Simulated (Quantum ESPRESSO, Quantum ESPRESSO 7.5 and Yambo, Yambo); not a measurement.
# BiOCl (P4/nmm): G0W0 with Yambo, start to end

Aim: the G0W0 gap of BiOCl (P4/nmm) on PBEsol, step by step.

Calculated with Quantum ESPRESSO 7.5 and Yambo 5.3.0; PBEsol and many-body steps on it, plane waves.

**The experiments to reproduce.**

- Gap 3.44 eV: optical gap from Tauc plot; UV-vis diffuse reflectance; powder (hydrothermal powder) (“Synergistic Piezo-Photocatalysis of BiOCl/NaNbO3 Heterojunction Piezoelectric Composite for High-Efficient Organic Pollutant Degradation”, 2022, pmc:8839476).

- Gap 3.36 eV: optical gap from Kubelka-Munk/Tauc analysis; UV-vis diffuse reflectance; powder (solvothermal hierarchical microspheres made without additive) (“Hydrothermal Crystallization of Bismuth Oxychlorides (BiOCl) Using Different Shape Control Reagents”, 2021, pmc:8123882).

## (1) Set-up

The structure is tetragonal, space group P4/nmm (No. 129). The conventional cell has a = 3.886 Å, b = 3.886 Å, c = 7.349 Å, α = 90.00°, β = 90.00°, γ = 90.00°. Bi has 4 O at 2.31 Å and 4 Cl at 3.06 Å nearest. Nearest to Cl lie 4 Bi at 3.06 Å. Nearest to O lie 4 Bi at 2.31 Å. Farther neighbours and most contacts between anions are not listed.

Coordinates:

```cif
data_structure
_symmetry_space_group_name_H-M 'P 1'
_symmetry_Int_Tables_number 1
_cell_length_a 3.8855
_cell_length_b 3.8855
_cell_length_c 7.3489
_cell_angle_alpha 90.000
_cell_angle_beta 90.000
_cell_angle_gamma 90.000
_cell_volume 110.95
loop_
_atom_site_label
_atom_site_type_symbol
_atom_site_fract_x
_atom_site_fract_y
_atom_site_fract_z
_atom_site_occupancy
Bi1 Bi 0.50000 0.00000 0.32904 1
Bi2 Bi 0.00000 0.50000 0.67096 1
Cl3 Cl 0.00000 0.50000 0.14720 1
Cl4 Cl 0.50000 0.00000 0.85280 1
O5 O 0.00000 0.00000 0.50000 1
O6 O 0.50000 0.50000 0.50000 1
```

The cell and positions come from the Crystallography Open Database and are kept as given unless a step says otherwise. Spin-orbit coupling is left out unless a step names it.

## (2) Ground state

This step: Quantum ESPRESSO 7.5; DFT, PBEsol, plane waves, norm-conserving pseudopotentials.

The ground-state density comes first.

pw.in

```
&control
  calculation = 'scf'
  prefix = 'x'
  outdir = 'o'
  pseudo_dir = 'pseudo'
/
&system
  ibrav = 0
  nat = 6
  ntyp = 3
  ecutwfc = 76.0
  nbnd = 43
  force_symmorphic = .true.
/
&electrons
  conv_thr = 1e-10
  electron_maxstep = 80
  mixing_beta = 0.5
/
ATOMIC_SPECIES
  Bi 208.98 Bi.upf
  Cl 35.45 Cl.upf
  O 15.999 O.upf
CELL_PARAMETERS angstrom
  3.8855100000 0.0000000000 0.0000000000
  0.0000000000 3.8855100000 0.0000000000
  0.0000000000 0.0000000000 7.3489000000
ATOMIC_POSITIONS crystal
  Bi 0.5000000000 0.0000000000 0.3290400000
  Bi 0.0000000000 0.5000000000 0.6709600000
  Cl 0.0000000000 0.5000000000 0.1472000000
  Cl 0.5000000000 0.0000000000 0.8528000000
  O 0.0000000000 0.0000000000 0.5000000000
  O 0.5000000000 0.5000000000 0.5000000000
K_POINTS automatic
  6 6 4 0 0 0
```

Launch:

```
$ OMP_NUM_THREADS=1 mpirun -n 4 pw.x -nk 4 -in pw.in > pw.out
```

The log of the run:

```text
Program PWSCF v.7.5 starts

     This program is part of the open-source Quantum ESPRESSO suite
     for quantum simulation of materials; please cite
         "P. Giannozzi et al., J. Phys.:Condens. Matter 21 395502 (2009);
         "P. Giannozzi et al., J. Phys.:Condens. Matter 29 465901 (2017);
         "P. Giannozzi et al., J. Chem. Phys. 152 154105 (2020);
     in publications or presentations arising from this work. More details at
     Message from routine setup:
     using ibrav=0 with symmetry is DISCOURAGED, use correct ibrav instead

     G-vector sticks info

     bravais-lattice index     =            0
     lattice parameter (alat)  =       7.3425  a.u.
     unit-cell volume          =     748.7124 (a.u.)^3
     number of atoms/cell      =            6
     number of atomic types    =            3
     number of electrons       =        72.00
     number of Kohn-Sham states=           43
     kinetic-energy cutoff     =      76.0000  Ry
     charge density cutoff     =     304.0000  Ry
     scf convergence threshold =      1.0E-10
     mixing beta               =       0.5000
     number of iterations used =            8  plain     mixing
     Exchange-correlation= PBESOL
                           (   1   4  10   8   0   0   0)

     celldm(1)=   7.342550  celldm(2)=   0.000000  celldm(3)=   0.000000
     celldm(4)=   0.000000  celldm(5)=   0.000000  celldm(6)=   0.000000

     crystal axes: (cart. coord. in units of alat)
               a(1) = (   1.000000   0.000000   0.000000 )
               a(2) = (   0.000000   1.000000   0.000000 )
               a(3) = (   0.000000   0.000000   1.891360 )

     reciprocal axes: (cart. coord. in units 2 pi/alat)
               b(1) = (  1.000000  0.000000  0.000000 )
               b(2) = (  0.000000  1.000000  0.000000 )
               b(3) = (  0.000000  0.000000  0.528720 )
     Pseudo is Norm-conserving + core correction, Zval = 23.0
     Generated using ONCVPSP code by D. R. Hamann
     Using radial grid of 1472 points,  6 beta functions with:
     Pseudo is Norm-conserving + core correction, Zval =  7.0
     Generated using ONCVPSP code by D. R. Hamann
     Using radial grid of 1028 points,  6 beta functions with:
     Pseudo is Norm-conserving + core correction, Zval =  6.0
     Generated using ONCVPSP code by D. R. Hamann
     Using radial grid of  936 points,  5 beta functions with:
     Bi               23.00   208.98000     Bi( 1.00)
     Cl                7.00    35.45000     Cl( 1.00)
     O                 6.00    15.99900     O ( 1.00)

      8 Sym. Ops. (no inversion) found

   Cartesian axes

     site n.     atom                  positions (alat units)
         1        Bi     tau(   1) = (   0.5000000   0.0000000   0.6223332  )
         2        Bi     tau(   2) = (   0.0000000   0.5000000   1.2690272  )
         3        Cl     tau(   3) = (   0.0000000   0.5000000   0.2784083  )
         4        Cl     tau(   4) = (   0.5000000   0.0000000   1.6129522  )
         5        O      tau(   5) = (   0.0000000   0.0000000   0.9456802  )
         6        O      tau(   6) = (   0.5000000   0.5000000   0.9456802  )

     number of k points=    30
                       cart. coord. in units 2pi/alat
        k(    1) = (   0.0000000   0.0000000   0.0000000), wk =   0.0138889
        k(    2) = (   0.0000000   0.0000000   0.1321800), wk =   0.0277778
        k(    3) = (   0.0000000   0.0000000  -0.2643600), wk =   0.0138889
        k(    4) = (   0.0000000   0.1666667   0.0000000), wk =   0.0555556
        k(    5) = (   0.0000000   0.1666667   0.1321800), wk =   0.1111111
        k(    6) = (   0.0000000   0.1666667  -0.2643600), wk =   0.0555556
        k(    7) = (   0.0000000   0.3333333   0.0000000), wk =   0.0555556
        k(    8) = (   0.0000000   0.3333333   0.1321800), wk =   0.1111111
        k(    9) = (   0.0000000   0.3333333  -0.2643600), wk =   0.0555556
        k(   10) = (   0.0000000  -0.5000000   0.0000000), wk =   0.0277778
     [... 18 further rows ...]
        k(   29) = (  -0.5000000  -0.5000000   0.1321800), wk =   0.0277778
        k(   30) = (  -0.5000000  -0.5000000  -0.2643600), wk =   0.0138889

     Dense  grid:    67045 G-vectors     FFT dimensions: (  45,  45,  80)

     Initial potential from superposition of free atoms

     starting charge      71.9984, renormalised to      72.0000
     Starting wfcs are   42 randomized atomic wfcs +    1 random wfcs

     per-process dynamical memory:    95.5 Mb

     Self-consistent Calculation

     iteration #  1     ecut=    76.00 Ry     beta= 0.50

     total energy              =   -1059.34515469 Ry
     estimated scf accuracy    <       1.18126094 Ry

     iteration #  2     ecut=    76.00 Ry     beta= 0.50

     total energy              =   -1059.49716497 Ry
     estimated scf accuracy    <       1.45434539 Ry

     iteration #  3     ecut=    76.00 Ry     beta= 0.50

     total energy              =   -1059.78982764 Ry
     estimated scf accuracy    <       0.14727583 Ry

     iteration #  4     ecut=    76.00 Ry     beta= 0.50

     total energy              =   -1059.80472704 Ry
     estimated scf accuracy    <       0.00864848 Ry

     iteration #  5     ecut=    76.00 Ry     beta= 0.50

     total energy              =   -1059.80608150 Ry
     estimated scf accuracy    <       0.00445611 Ry

     iteration #  6     ecut=    76.00 Ry     beta= 0.50

     total energy              =   -1059.80665896 Ry
     estimated scf accuracy    <       0.00003201 Ry

     iteration #  7     ecut=    76.00 Ry     beta= 0.50

     total energy              =   -1059.80667371 Ry
     estimated scf accuracy    <       0.00000623 Ry

     iteration #  8     ecut=    76.00 Ry     beta= 0.50

     total energy              =   -1059.80667483 Ry
     estimated scf accuracy    <       0.00000095 Ry

     iteration #  9     ecut=    76.00 Ry     beta= 0.50

     total energy              =   -1059.80667496 Ry
     estimated scf accuracy    <       0.00000067 Ry

     iteration # 10     ecut=    76.00 Ry     beta= 0.50

     total energy              =   -1059.80667504 Ry
     estimated scf accuracy    <       0.00000004 Ry

     iteration # 11     ecut=    76.00 Ry     beta= 0.50

     total energy              =   -1059.80667504 Ry
     estimated scf accuracy    <          4.1E-09 Ry

     iteration # 12     ecut=    76.00 Ry     beta= 0.50

     total energy              =   -1059.80667504 Ry
     estimated scf accuracy    <          4.1E-10 Ry

     iteration # 13     ecut=    76.00 Ry     beta= 0.50

     End of self-consistent calculation

          k = 0.0000 0.0000 0.0000 (  8363 PWs)   bands (ev):

  -143.3219-143.3218 -81.3556 -81.3554 -81.3491 -81.3491 -81.3490 -81.3490
   -12.8928 -12.6835 -12.6835 -12.6828 -12.6686 -12.6335 -12.6215 -12.6097
   -12.6097 -12.5933  -9.3912  -6.7293  -4.7411  -4.4175  -0.3561   2.2221
     4.4239   4.4239   6.9703   7.2978   7.4394   7.4394   7.5140   7.5140
     7.9075   7.9075   7.9843   8.1954  12.0217  12.7229  14.2709  14.2709
    16.0915  16.1903  16.1903

          k = 0.0000 0.0000 0.1322 (  8391 PWs)   bands (ev):

  -143.3219-143.3218 -81.3556 -81.3554 -81.3491 -81.3491 -81.3490 -81.3490
   -12.8927 -12.6834 -12.6834 -12.6829 -12.6684 -12.6336 -12.6215 -12.6098
   -12.6098 -12.5933  -9.3887  -6.7293  -4.8696  -4.2846  -0.2967   2.0926
     4.4403   4.4403   6.8432   7.1536   7.1536   7.2968   7.6581   7.6581
     8.0547   8.0547   8.2315   8.4346  11.7583  12.3294  14.2771  14.2771
    16.1124  16.1124  16.2414

          k = 0.0000 0.0000-0.2644 (  8374 PWs)   bands (ev):

  -143.3218-143.3218 -81.3556 -81.3554 -81.3491 -81.3491 -81.3490 -81.3490
   -12.8927 -12.6832 -12.6832 -12.6829 -12.6682 -12.6337 -12.6215 -12.6099
   -12.6099 -12.5933  -9.3862  -6.7293  -4.9555  -4.1944  -0.2312   1.9601
     4.4573   4.4573   6.7439   7.0076   7.0076   7.2961   7.6819   7.6819
     8.1820   8.1820   8.5824   8.5876  11.5183  11.9015  14.2843  14.2843
    16.0342  16.0342  16.4613

          k = 0.0000 0.1667 0.0000 (  8349 PWs)   bands (ev):

     [... further k-points ...]

     highest occupied, lowest unoccupied level (ev):     8.9253   11.5183

!    total energy              =   -1059.80667504 Ry
     estimated scf accuracy    <          9.0E-12 Ry

     The total energy is the sum of the following terms:
     one-electron contribution =    -705.31278577 Ry
     hartree contribution      =     357.91418510 Ry
     xc contribution           =    -176.05215030 Ry
     ewald contribution        =    -536.35592406 Ry

     convergence has been achieved in  13 iterations

     XML data file, charge density, pseudopotentials, collected wavefunctions

=------------------------------------------------------------------------------=
   JOB DONE.
=------------------------------------------------------------------------------=
```

Elapsed: 56 s, on 4 MPI ranks of Arm Neoverse V2, shared host; peak memory 0.61 GiB; 3.7 min of CPU time.

This step gave:

| Item | Value |
| --- | --- |
| total energy | -14419.4044 eV |
| gap | 2.593 eV |
| k of the valence top | 0, 0.3333, -0.5 |
| k of the conduction bottom | 0, 0, -0.5 |
| least direct gap | 2.931 eV |

The gap is indirect, with the least direct gap 0.34 eV higher.

(Part 1 of 3 ends here.)

[Paths, hosts, dates, memory and timing lines, banners, echoed tables and standing remarks are left out of the program output.]

[Logs are printed without paths, hosts, clocks, repeated set-up lines and the standing remarks that a program may print on its own settings, such as how far it seeks lower states.]

[Runs of the session that timed out or met a known fault of the program may be left out.]

[Hosts, paths, dates, database ids (printed as entryN), source tags and the programs' standing remarks are cut or masked in the printed files.]
